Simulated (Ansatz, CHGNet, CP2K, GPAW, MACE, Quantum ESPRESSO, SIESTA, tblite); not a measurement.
# Random packing of C68N32 (at. %) (79 atoms) in SIESTA, part 2 of 2

Wanted: SIESTA inputs and outputs for random packing of C68N32 (at. %) (79 atoms), checked against a plane-wave reference.

Program: SIESTA 5.4.2; the method stands at each step. Banners, paths, timers and routine set-up lines are dropped from the logs unmarked, and long logs keep their key lines alone; longer cuts are marked. The potentials were converted by us to PSML.

So far. Step 3 (PBE, SZ, shift 0.01 Ry, mesh 500 Ry): Against the first run (5.4 %), the force difference from the reference is 72 %, at 0.23 times the CPU time (on 1 against 2 cores), with 316 basis functions against 1027: the smaller basis costs accuracy. Step 4 (PBE, DZ, shift 0.01 Ry, mesh 500 Ry): Against the first run (5.4 %), the force difference from the reference is 31 %, at 0.34 times the CPU time, with 632 basis functions against 1027: the smaller basis costs accuracy.

### Step 5. RPBE, PBE potentials, DZP, shift 0.01 Ry, mesh 500 Ry

Method: Kohn-Sham DFT, RPBE, PseudoDojo 0.4.1 norm-conserving pseudopotentials (converted to PSML), numerical atomic orbitals (DZP), diagonalisation.

input.fdf

```
SystemLabel cell
NumberOfAtoms 79
NumberOfSpecies 2
%block ChemicalSpeciesLabel
  1 6 C
  2 7 N
%endblock ChemicalSpeciesLabel
LatticeConstant 1.0 Ang
%block LatticeVectors
  8.88940 0.00000 0.00000
  0.00000 8.88940 0.00000
  0.00000 0.00000 8.88940
%endblock LatticeVectors
PAO.BasisSize DZP
PAO.EnergyShift 0.01 Ry
XC.Functional GGA
XC.Authors RPBE
MeshCutoff 500 Ry
%block kgrid_Monkhorst_Pack
  1 0 0 0.0
  0 1 0 0.0
  0 0 1 0.0
%endblock kgrid_Monkhorst_Pack
SolutionMethod diagon
OccupationFunction FD
ElectronicTemperature 580 K
SCF.Mixer.Method Pulay
SCF.Mixer.Weight 0.05
SCF.Mixer.History 8
SCF.Mix Hamiltonian
MaxSCFIterations 300
SCF.DM.Tolerance 1e-04
SCF.H.Tolerance 1.0e-3 eV
WriteForces T
Write.HirshfeldPop T
Write.VoronoiPop T
Write.DM F
Write.H F
XML.Write F
AtomicCoordinatesFormat Fractional
%block AtomicCoordinatesAndAtomicSpecies
[... 79 atom lines left out: the same atoms as in the first run ...]
%endblock AtomicCoordinatesAndAtomicSpecies
```

On the command line:

```bash
$ OMP_NUM_THREADS=1 mpirun -np 2 siesta < input.fdf > output.txt
```

Log:

```text
Version         : 5.4.2
reinit: System Name:
reinit: System Label: cell
initatom: Reading input for the pseudopotentials and atomic orbitals ----------
Species number:   1 Atomic number:    6 Label: C
Species number:   2 Atomic number:    7 Label: N
Ground state valence configuration (from tables):   2s02  2p02  3d00  4f00
Ground state valence configuration (from tables):   2s02  2p03  3d00  4f00
---- Processing specs for species: C
GGA--PBE XC_GGA_X_PBE--XC_GGA_C_PBE pb
---- Processing specs for species: N
GGA--PBE XC_GGA_X_PBE--XC_GGA_C_PBE pb
[... lines left out ...]
stepf: Fermi-Dirac step function
        iscf     Eharris(eV)        E_KS(eV)     FreeEng(eV)     dDmax    Ef(eV) dHmax(eV)
[... lines left out ...]
SCF Convergence by DM+H criterion
[... lines left out ...]
SCF cycle converged after 23 iterations
[... lines left out ...]
   Max    5.143563
[... lines left out ...]
   Max    5.143563    constrained
Stress tensor Voigt[x,y,z,yz,xz,xy] (kbar):      161.07      251.83      180.99      -11.12      -15.74       -1.50
[... lines left out ...]
siesta: FreeEng =    -15622.178056
[... lines left out ...]
siesta:       Ion-ion =   -9086.921027
siesta:         Total =  -15621.826417
siesta:         Fermi =      -4.431176
siesta: Stress tensor (static) (eV/Ang**3):
siesta:     0.100533   -0.000935   -0.009823
siesta:    -0.000935    0.157183   -0.006941
siesta:    -0.009823   -0.006941    0.112968
siesta: Cell volume =        702.453121 Ang**3
siesta: Pressure (static):
siesta:                Solid            Molecule  Units
siesta:          -0.00134575         -0.00089967  Ry/Bohr**3
siesta:          -0.12356114         -0.08260432  eV/Ang**3
siesta:        -197.96677599       -132.34671448  kBar
    Orbital volume contribution        =          26.946635 eV
    (Free)E + p_basis*V_orbitals       =      -15595.231421 eV
    (Free)Eharris+ p_basis*V_orbitals  =      -15595.231425 eV
Hirshfeld Atomic Populations:
Atom #   charge [q] valence [e]  Species
     1     0.003029    3.996971  C
     2    -0.006444    4.006444  C
     3     0.000137    3.999863  C
[...]
55     0.015207    4.984793  N
    56    -0.062824    5.062824  N
    57    -0.017037    5.017037  N
[...]
--------------------
 Total    -0.000034
Voronoi Atomic Populations:
Atom #   charge [q] valence [e]  Species
[...]
53     0.045628    3.954372  C
    54     0.016182    3.983818  C
[...]
78    -0.051928    5.051928  N
    79    -0.006193    5.006193  N
--------------------
 Total    -0.000034
```

Elapsed: 3.1 min, on 2 MPI ranks of Arm Neoverse V2, shared host; peak memory 1.6 GiB.

Numbers from this run, and their distance from the reference:

```
r.m.s. force component                  : 1.951 eV/Å
r.m.s. difference of force components   : 89.74 meV/Å
longest difference of force vectors     : 350.4 meV/Å
force difference over r.m.s. force      : 4.595 %
slope of forces against the reference's : 0.9977
correlation of force components         : 0.9989
pressure                                : -19.8 GPa
pressure difference                     : 4.341 GPa
```

Against the first run (5.4 %), the force difference from the reference is 4.6 %, at 0.99 times the CPU time; another functional landing nearer a PBE reference means that errors partly cancel.

### Step 6. The ladder

Differences are against the plane-wave reference, forces as r.m.s. over components; share is that over the reference's r.m.s. force, slope the least-squares factor from reference forces to these. Total energies of different programs have different zeros and aren't compared.

| run | Δ force, r.m.s. (meV/Å) | share (%) | slope | Δ pressure (GPa) | cores | CPU time | memory (GiB) |
| --- | --- | --- | --- | --- | --- | --- | --- |
| reference | - | - | - | - | 2 | 5.6 min | 1.7 |
| SIESTA PBE, DZP, shift 0.01 Ry, mesh 500 Ry | 105 | 5.38 | 0.983 | 1.89 | 2 | 6.2 min | 1.6 |
| SIESTA PBE, SZ, shift 0.01 Ry, mesh 500 Ry (coarse) | 1405 | 71.9 | 0.572 | 23.3 | 1 | 86 s | 0.65 |
| SIESTA PBE, DZ, shift 0.01 Ry, mesh 500 Ry (coarse) | 608 | 31.2 | 0.855 | 10.2 | 2 | 2.1 min | 1 |
| SIESTA RPBE, PBE potentials, DZP, shift 0.01 Ry, mesh 500 Ry | 89.7 | 4.59 | 0.998 | 4.34 | 2 | 6.2 min | 1.6 |

Rows marked coarse were listed beforehand as settings not expected to be converged; some can still land near the reference.

CPU time is summed over cores on a shared host, where runs went side by side, so it is rough. Symmetry, cutoffs, thresholds, outputs and thread counts weren't matched or tuned between programs; memory under MPI is the largest rank's times the ranks.

### Step 7. What came out

```yaml
nearest_in_forces: SIESTA RPBE, PBE potentials, DZP, shift 0.01 Ry, mesh 500 Ry, 4.6 %
its_cpu_time: 6.2 min
```

What this shows: The PBE run in local orbitals, coarse settings apart, differs by 5.4 % (SIESTA PBE, DZP, shift 0.01 Ry, mesh 500 Ry); basis, grid and potentials can all enter. Rows with another functional or a dispersion term differ by 4.6 % (SIESTA RPBE, PBE potentials, DZP, shift 0.01 Ry, mesh 500 Ry), which mixes the change of model with differences of basis and potentials, some of them made for another functional. Runs with settings chosen to be coarse differ by 31 % (SIESTA PBE, DZ, shift 0.01 Ry, mesh 500 Ry) to 72 % (SIESTA PBE, SZ, shift 0.01 Ry, mesh 500 Ry), their programs' other errors included. Of the electronic-structure runs that take under half the reference's CPU time, SIESTA PBE, DZ, shift 0.01 Ry, mesh 500 Ry comes nearest, at 31 % in 2.1 min against 5.6 min; its pressure misses by +10.2 GPa. In pressure, SIESTA PBE, SZ, shift 0.01 Ry, mesh 500 Ry misses by +23.3 GPa, at the same functional. The reference's pressure holds the uncorrected Pulay stress of its 60 Ry basis, so small pressure differences, and their order, may be the reference's own error. The electron count is odd in these runs, and they have no spin polarisation, so the unpaired electron is spread evenly over both spins. The reference's stress is far from hydrostatic: its diagonal is -20.5, -29.5, -22.4 GPa, compression counted positive. The reference's pressure of -24 GPa says that the cell would shrink at this level of theory. The electronic-structure runs sample only Γ, in a cell whose shortest periodic width is 9 Å, which is coarse for a cell with partly filled levels.

[Also dropped from logs without a mark: logging warnings of Python, and SIESTA's first energy breakdown and zero terms.]

[Logs are printed without paths, hosts, clocks, repeated set-up lines and the standing remarks that a program may print on its own settings, such as how far it seeks lower states.]

[Hosts, paths, dates, database ids (printed as entryN), source tags and the programs' standing remarks are cut or masked in the printed files.]
